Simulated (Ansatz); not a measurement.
# CdAu (Pm-3m): a soft mode frozen in

Wanted: the energy along a soft mode of CdAu (Pm-3m) and the structure at the end.

Calculated with Ansatz 0.2.0; DFT PBEsol, scalar-relativistic, plane waves, PAW; PAW set soft_1.

Report form: the programs' logs are mostly left out.

## Step 1: The structure

Symmetry: Pm-3m, No. 221, cubic system. Conventional cell: a = 3.317 Å, b = 3.317 Å, c = 3.317 Å, α = 90.00°, β = 90.00°, γ = 90.00°. Nearest to Cd lie 8 Au at 2.87 Å. Nearest to Au lie 8 Cd at 2.87 Å. Farther neighbours are not listed.

## Step 2: Response at finite wavevector

The cell comes from relaxations at this level that are not shown. Stability and thermal properties need the whole zone. Linear response on a 4×4×4 q mesh gives force constants as far as a supercell of that size would.

The input, input.yaml:

```yaml
crystal:
  lattice:
    - [3.3174904026, 0.0, 0.0]
    - [0.0, 3.3174904026, 0.0]
    - [0.0, 0.0, 3.3174904026]
  atoms:
    - { symbol: Cd, position: [0.5, 0.5, 0.5] }
    - { symbol: Au, position: [0.0, 0.0, 0.0] }
kpoints:
  mp_grid: { grid: [12, 12, 12] }
hamiltonian:
  xc: pbesol
  pseudopotentials: { kind: paw, azcp: { folder: soft_1 }, xc_functional: pbe }
scf:
  occupations: { method: methfessel_paxton, width: 0.2 }
output:
  eigenvalues: true
phonons:
  method: dfpt
  qmesh: [4, 4, 4]
  temperatures: { t_max: 1000, t_step: 50 }
  qpath:
    path:
      - [[0.0, 0.0, 0.0], [0.0, 0.5, 0.0], [0.5, 0.5, 0.0], [0.0, 0.0, 0.0], [0.5, 0.5, 0.5], [0.0, 0.5, 0.0]]
      - [[0.5, 0.5, 0.5], [0.5, 0.5, 0.0]]
    npoints: 10
```

Started as:

```
> ansatz run input.yaml --threads 4 --pin off --max-ram 10240MiB --backend cpu --events-out ev --progress --plain --runs-dir out
```

Elapsed: 4.6 min, on 4 threads of Arm Neoverse V2, shared host; peak memory 2.1 GiB.

This step gave:

```
volume per atom                                         : 18.26 Å³
gap on the k-mesh                                       : 0 eV
sum-rule residual before enforcement                    : 1.61e-4 eV/Å²
lowest frequency on the path                            : -25.41 cm⁻¹
point group                                             : m-3m
highest frequency on the path or at a solved wavevector : 150.8 cm⁻¹
highest optical mode at the zone centre (no LO-TO term) : 122.7 cm⁻¹
lowest optical zone-centre mode                         : 122.7 cm⁻¹
lowest mode on the q mesh (acoustic modes at Γ apart)   : -25.41 cm⁻¹
```

Frequencies (cm⁻¹) solved at each irreducible wavevector; negative means imaginary. Frequencies by wavevector, by row:

```
q in reciprocal lattice units  star  mode 1  mode 2  mode 3  mode 4  mode 5  mode 6
                        0 0 0     1       0       0       0   122.7   122.7   122.7
                     0 0 0.25     6    42.1    42.1    63.6   113.3   113.3   130.5
                     0 0 -0.5     3    64.9    64.9    84.8    97.2    97.2   133.2
                  0 0.25 0.25    12   -16.3    56.5    74.1   106.7   119.9   138.4
                  0 0.25 -0.5    12    38.1    39.9    67.1    97.6   133.9   145.5
                  0 -0.5 -0.5     3   -25.4   -25.4    70.2      99   150.8   150.8
               0.25 0.25 0.25     8    36.4    36.4    60.1   127.3   127.4   127.4
               0.25 0.25 -0.5    12    34.3    39.4    67.2     109   133.5   142.4
               0.25 -0.5 -0.5     6    34.2    34.2    67.5   107.8   139.2   139.2
               -0.5 -0.5 -0.5     1    74.2    74.2    74.2   122.1   122.1   122.1
```

Interpolated from a 4×4×4 q mesh. The phonon branches at the labelled points (cm⁻¹):

```
    point  branch 1  branch 2  branch 3  branch 4  branch 5  branch 6
        Γ         0         0         0       123       123       123
  halfway        42        42        64       113       113       130
        X        65        65        85        97        97       133
  halfway        38        40        67        98       134       146
        M       -25       -25        70        99       151       151
  halfway       -16        56        74       107       120       138
        Γ         0         0         0       123       123       123
  halfway        36        36        60       127       127       127
        R        74        74        74       122       122       122
  halfway        34        39        67       109       134       142
        X        65        65        85        97        97       133
jump to R        74        74        74       122       122       122
  halfway        34        34        67       108       139       139
        M       -25       -25        70        99       151       151
```

Symmetry leaves 10 wavevectors to solve. The lowest mode among them, the acoustic zeros apart, lies at q = (0, -0.5, -0.5) and is imaginary, 25.4i cm⁻¹, so the energy falls along it.

## Step 3: The mode frozen in, largest atomic shift 0 Å

The mode followed lies at q = (0, -0.5, -0.5) with frequency 25.4i cm⁻¹ and is 2-fold degenerate, the softest among the wavevectors solved. At small amplitude the distorted cell has space group no. 65 by a symmetry search on the positions. The undistorted cell that holds it gives the zero of energy on the same k mesh.

System of this step: CdAu. It takes space group Pm-3m (No. 221, cubic). Conventional cell: a = 3.317 Å, b = 3.317 Å, c = 3.317 Å, α = 90.00°, β = 90.00°, γ = 90.00°. Cd has 8 Au at 2.87 Å nearest. Au has 8 Cd at 2.87 Å nearest. Farther neighbours are not listed.

input.yaml, the sections that differ from step 2:

```yaml
crystal:
  lattice:
    - [-3.3174904026, 0.0, 0.0]
    - [0.0, -3.3174904026, -3.3174904026]
    - [0.0, -3.3174904026, 3.3174904026]
  atoms:
    - { symbol: Cd, position: [0.5, 0.0, 0.5] }
    - { symbol: Cd, position: [0.5, 0.5, 0.0] }
    - { symbol: Au, position: [0.0, 0.5, 0.5] }
    - { symbol: Au, position: [0.0, 0.0, 0.0] }
kpoints:
  mp_grid: { grid: [12, 10, 10] }
output:
  forces: true
  stress: true
  eigenvalues: true
# hamiltonian, scf: as in step 2
# phonons: removed
```

Run time: 5.3 s. Hardware: 4 threads; peak memory 0.61 GiB.

Numbers from this step:

- pressure: 0.04345 GPa
- energy from the undistorted cell: 0 meV/atom

The run ends at a pressure of 0.04 GPa.

## Step 4: The mode frozen in, largest atomic shift 0.14 Å

The atoms are moved along the unstable eigenvector, the largest shift by 0.14 Å, with the cell fixed.

input.yaml, the sections that differ from step 3:

```yaml
crystal:
  lattice:
    - [-3.3174904026, 0.0, 0.0]
    - [0.0, -3.3174904026, -3.3174904026]
    - [0.0, -3.3174904026, 3.3174904026]
  atoms:
    - { symbol: Cd, position: [0.5, -0.018609838, 0.481390162] }
    - { symbol: Cd, position: [0.5, 0.518609838, 0.018609838] }
    - { symbol: Au, position: [0.0, 0.4788997129, 0.5211002871] }
    - { symbol: Au, position: [0.0, 0.0211002871, -0.0211002871] }
# kpoints, hamiltonian, scf, output: as in step 3
```

Run time: 8 s. Hardware: 4 threads; peak memory 0.73 GiB; 31 s of CPU time.

Numbers from this step:

| Item | Value |
| --- | --- |
| pressure | 0.1071 GPa |
| energy from the undistorted cell | -1.771 meV/atom |

The energy, extrapolated to zero smearing, is -1.77 meV/atom against the undistorted cell.

The run ends at a pressure of 0.11 GPa, with forces up to 0.0031 eV/Å.

## Step 5: Energy along the mode, all amplitudes (two of the runs are shown above)

An imaginary frequency means negative curvature, so the energy should fall and then rise again as anharmonic terms take over.

This step gave:

```
depth at the lowest point sampled  : 1.771 meV/atom
largest atomic shift at that point : 0.14 Å
```

Table of energy from the parent by largest atomic shift:

```
largest atomic shift (Å)  energy from the parent (meV/atom)
                   0.000                                  0
                   0.040                             -0.259
                   0.080                             -0.917
                   0.140                              -1.77
                   0.220                               1.90
                   0.320                               34.2
```

Displacement at unit largest shift by atom:

```
atom  x (Å)  y (Å)  z (Å)  size
 Cd1   0.00   0.88   0.00  0.88
 Cd2   0.00  -0.88   0.00  0.88
 Au3   0.00   0.00   1.00  1.00
 Au4   0.00   0.00  -1.00  1.00
```

The lowest of the steps tried is at 0.14 Å, 1.77 meV/atom below the parent; the bottom of the well need not coincide with a step.

## Step 6: Relaxation from the frozen mode

Starting from the lowest point found, all atoms and the cell are let go, so that strain and other modes of the same symmetry can join in.

input.yaml: that of step 4 with these lines changed.

```diff
@@ -21 +21,6 @@
   eigenvalues: true
+relax:
+  adjacent_minimum: "off"
+  f_tol: 0.002
+  max_steps: 120
+  cell: { stress_tol: 0.03 }
```

Elapsed: 97 s, on 4 threads; peak memory 0.78 GiB.

The steps of the relaxation:

```
step  energy less that of the first step (eV)  largest force component (eV/Å)  pressure (GPa)  volume (Å³)
   1                                   0.0000                          0.0031            0.11        73.02
   2                                  -0.0004                          0.0055           -0.18        73.20
   3                                  -0.0015                          0.0054           -0.28        73.25
   4                                  -0.0026                          0.0100           -0.23        73.16
   5                                  -0.0106                          0.0239            0.05        72.94
   6                                   0.0212                          0.0366            1.26        72.43
   7                                  -0.0074                          0.0716           -0.07        73.01
   8                                  -0.0116                          0.0046           -0.02        72.98
   9                                  -0.0114                          0.0136            0.24        72.83
  10                                  -0.0118                          0.0082           -0.02        72.99
  11                                  -0.0118                          0.0002            0.01        72.97
 12*                                  -0.0118                          0.0003           -0.01        72.97
```

Relaxation steps marked * repeat the geometry before them on a plane-wave basis chosen anew for their cell, so energy and pressure can jump there. Relaxation steps 6, 7, 9 were tried and not accepted.

Forces are held to the 8 operations that the run works with; a distortion that breaks them can't arise in this run.

```
conventional cell, symmetrised  before  after  change
                         a (Å)   6.635  6.717  +1.2 %
                         b (Å)   6.635  7.018  +5.8 %
                         c (Å)   3.317  3.096  -6.7 %
              volume (Å³/atom)   18.26  18.24  -0.1 %
```

The atoms that moved most (Å, as changes of fractional coordinates times the final cell):

```
atom     dx      dy      dz  length
 Cd2  0.000  -0.050   0.000   0.050
 Cd1  0.000   0.050   0.000   0.050
 Au4  0.000   0.000  -0.049   0.049
 Au3  0.000   0.000   0.049   0.049
```

The relaxed structure:

```cif
data_structure
_symmetry_space_group_name_H-M 'P 1'
_symmetry_Int_Tables_number 1
_cell_length_a 3.0958
_cell_length_b 4.8574
_cell_length_c 4.8574
_cell_angle_alpha 87.488
_cell_angle_beta 90.000
_cell_angle_gamma 90.000
_cell_volume 72.97
loop_
_atom_site_label
_atom_site_type_symbol
_atom_site_fract_x
_atom_site_fract_y
_atom_site_fract_z
_atom_site_occupancy
Cd1 Cd 0.50000 0.97426 0.47426 1
Cd2 Cd 0.50000 0.52574 0.02574 1
Au3 Au 0.00000 0.47161 0.52839 1
Au4 Au 0.00000 0.02839 0.97161 1
```

This step gave:

```
pressure        : -0.006873 GPa
volume per atom : 18.24 Å³
```

The distorted start has space group Cmmm; the relaxation ends in Cmmm.

## Step 7: The new phase in its own primitive cell

The relaxed structure is symmetrised, reduced to its primitive cell and relaxed tightly, as its phonons need.

input.yaml, the sections that differ from step 6:

```yaml
crystal:
  lattice:
    - [3.3586008061, -3.5091653376, 0.0]
    - [3.3586008061, 3.5091653376, 0.0]
    - [0.0, 0.0, 3.0957565127]
  atoms:
    - { symbol: Cd, position: [0.2757444582, 0.7242555418, 0.5] }
    - { symbol: Cd, position: [0.7242555418, 0.2757444582, 0.5] }
    - { symbol: Au, position: [0.2216064747, 0.2216064747, 0.0] }
    - { symbol: Au, position: [0.7783935253, 0.7783935253, 0.0] }
kpoints:
  mp_grid: { grid: [10, 10, 14] }
relax:
  adjacent_minimum: "off"
  f_tol: 0.001
  max_steps: 60
  cell: { stress_tol: 0.01 }
# hamiltonian, scf, output: as in step 6
```

It took 2 min on 4 threads; peak memory 0.83 GiB; 7.8 min of CPU time.

Step by step:

```
step  energy less that of the first step (eV)  largest force component (eV/Å)  pressure (GPa)  volume (Å³)
   1                                   0.0000                          0.0034            0.03        72.97
   2                                  -0.0004                          0.0050           -0.05        73.01
   3                                   0.0232                          0.0907            0.79        72.41
   4                                   0.0005                          0.0221           -0.28        73.13
   5                                  -0.0010                          0.0065            0.12        72.90
   6                                  -0.0003                          0.0646           -0.09        73.04
   7                                  -0.0011                          0.0041           -0.01        72.97
   8                                  -0.0011                          0.0019           -0.01        72.97
   9                                  -0.0011                          0.0013            0.00        72.97
  10                                  -0.0011                          0.0001            0.00        72.97
  11                                  -0.0011                          0.0003            0.00        72.97
 12*                                  -0.0011                          0.0003            0.00        72.97
```

Relaxation steps marked * repeat the geometry before them on a plane-wave basis chosen anew for their cell, so energy and pressure can jump there. Relaxation steps 3, 4, 6 were tried and not accepted.

The run keeps the 8 symmetry operations that it works with, so distortions that break them were not tested.

```
conventional cell, symmetrised  before  after  change
                         a (Å)   6.717  6.778  +0.9 %
                         b (Å)   7.018  6.923  -1.4 %
                         c (Å)   3.096  3.110  +0.5 %
              volume (Å³/atom)   18.24  18.24  +0.0 %
```

This step gave:

- pressure: -0.003439 GPa

The largest force component left is 0.29 meV/Å and the pressure is -0.003 GPa, within the tolerances set. The cell now holds 18.24 Å³/atom.

## Step 8: Modes of the new phase, k-mesh 10×10×14

A relaxed structure may still be a saddle point, so its zone-centre modes are computed. No field response is asked, since the mesh shows no gap.

input.yaml, the sections that differ from step 7:

```yaml
crystal:
  lattice:
    - [3.3889245773, -3.4615617445, 0.0]
    - [3.3889245773, 3.4615617445, 0.0]
    - [0.0, 0.0, 3.1102604829]
  atoms:
    - { symbol: Cd, position: [0.2763677624, 0.7236322376, 0.5] }
    - { symbol: Cd, position: [0.7236322376, 0.2763677624, 0.5] }
    - { symbol: Au, position: [0.2209685907, 0.2209685907, 0.0] }
    - { symbol: Au, position: [0.7790314093, 0.7790314093, 0.0] }
output:
  eigenvalues: true
phonons:
  method: dfpt
# kpoints, hamiltonian, scf: as in step 7
# relax: removed
```

The job ended after 3.5 min (4 threads; peak memory 3.6 GiB).

Numbers from this step:

```yaml
sum_rule_residual_before_enforcement: 1.04e-4 eV/Å²
point_group: mmm
highest_optical_mode_at_the_zone_centre_no_lo_to_term: 155.7 cm⁻¹
lowest_optical_zone_centre_mode: -20.15 cm⁻¹
```

Patterns of degenerate modes are one choice out of their space. Modes at Γ, with each element's share of the kinetic energy (negative means imaginary):

```
mode  frequency (cm⁻¹)  symmetry  Cd %  Au %
   1             -20.1       B1g    33    67
   2               0.0  acoustic    36    64
   3               0.0  acoustic    36    64
   4               0.0  acoustic    36    64
   5              45.4        Ag    33    67
   6              64.9       B2g     0   100
   7              87.2       B3g   100     0
   8             107.2       B1u    64    36
   9             121.5       B3u    64    36
  10             126.0       B2u    64    36
  11             144.2       B1g    67    33
  12             155.7        Ag    67    33
```

Displacements in mode 1 (-20.1 cm⁻¹), the largest set to 1:
```
Cd1 -0.92  0.00  0.00
Cd2  0.92  0.00  0.00
Au3  0.00 -1.00  0.00
Au4  0.00  1.00  0.00
```

Displacements in mode 9 (121.5 cm⁻¹), the largest set to 1:
```
Cd1  1.00  0.00  0.00
Cd2  1.00  0.00  0.00
Au3 -0.57  0.00  0.00
Au4 -0.57  0.00  0.00
```

Before it was imposed, the acoustic sum rule was missed by 1.0e-4 eV/Å². Small misses are needed for a sound result but don't prove that mesh and cutoff are converged. The lowest optical mode is imaginary, 20.1i cm⁻¹, so the energy falls along it.

## Step 9: Summary of results

- unstable mode of the parent: q = (0, -0.5, -0.5), 25i cm⁻¹
- depth at the lowest point sampled: 1.77 meV/atom
- largest atomic shift at that point: 0.14 Å
- space group reached (within 0.01 Å): Cmmm
- energy gained over the parent (first relaxation, on the mesh of the frozen mode): 4.89 meV/atom
- volume per atom, phase reached: 18.2 Å³
- lowest optical zone-centre mode, phase reached: -20.1 cm⁻¹
- highest optical mode at the zone centre (no LO-TO term), phase reached: 156 cm⁻¹

**Reading.** Along this mode the structure falls into Cmmm, 4.89 meV/atom below the parent. At the parent's cell the well is 1.771 meV/atom deep on the steps tried, with its lowest point at a shift of 0.14 Å. Relaxing atoms and cell changes the gain by +3.12 meV/atom against the lowest step (energies at zero smearing). Most of the total comes from this relaxation. The new phase still has an imaginary mode at the zone centre of its cell, so it is a saddle point on the way to a lower structure. Of the 4 patterns followed to their end from this parent, this one ends 3.92 meV/atom above the lowest, Pmma. Each path keeps the symmetry of its pattern, so a lower phase may lie along a pattern not tried. With no gap, or one that is small against the smearing, the frequencies hang on the k mesh and the smearing, most of all near Kohn anomalies. The phonon runs are without spin polarisation, although the cell has an odd electron count. Spin-orbit coupling is left out, which can matter for the heavy elements here. The PAW files were made for PBE and serve the other functionals too. A phonon run warned that its eigensolver left some bands unconverged in a pass.

[Logs are printed without paths, hosts, clocks, repeated set-up lines and the standing remarks that a program may print on its own settings, such as how far it seeks lower states.]

[Hosts, paths, dates, database ids (printed as entryN), source tags and the programs' standing remarks are cut or masked in the printed files.]
